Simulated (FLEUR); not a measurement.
Entries from a set of simulations; values are calculated unless marked as measured.

## GdIn: parallel and opposed starts

Symmetry: P4/mmm, No. 123, tetragonal system. Conventional cell: a = 3.830 Å, b = 3.830 Å, c = 3.640 Å, α = 90.00°, β = 90.00°, γ = 90.00°. Nearest to Gd lie 8 In at 3.26 Å and 2 Gd at 3.64 Å. In has 8 Gd at 3.26 Å and 2 In at 3.64 Å nearest. Farther neighbours are not listed.

- method: LDA (VWN) with U = 4.02 eV, J = 0.7 eV on Gd f; all-electron FLAPW, Dirac cores, scalar-relativistic bands
- program: FLEUR MaX-R8.1
- settings of one run: kmax 3.6 1/bohr, gmax 10.8 1/bohr, muffin tin radii Gd: 2.8, In: 2.8 bohr, lmax Gd: [10, 8], In: [10, 8], hist occupations, smearing width 0.05 eV, mixer Anderson, mixing 0.05, max iterations 130, stop 0.0001 me/bohr³, collinear spin, 4×8×8 k-mesh, double counting FLL, mesh matched on, seeded occupations whole cubic f orbitals, Hund's first rule, starting moments 7 -7 0 0 μB
- cost: 3 runs, 3.8 min in all on 4 MPI ranks of Arm Neoverse V2, shared host (the runs of this entry)
- notes: Only 3 starts were tried; other patterns of signs, canted and longer-period orders were not.
- lowest state found: antiferromagnetic (initial antiferro q=(1/2,1/2,0) +-)
- largest site spin moment: 7.21 μB
- next finished state: ferromagnetic, 8.40 meV a seeded atom higher

The lowest state found is antiferromagnetic, reached from the start antiferro q=(1/2,1/2,0) +-, with moments up to 7.21 μB. The next finished state costs 8.4 meV a seeded atom.

[Hosts, paths, dates, database ids (printed as entryN), source tags and the programs' standing remarks are cut or masked in the printed files.]

[Where a cell is said to come from a database of computed structures, the database is the Materials Project.]
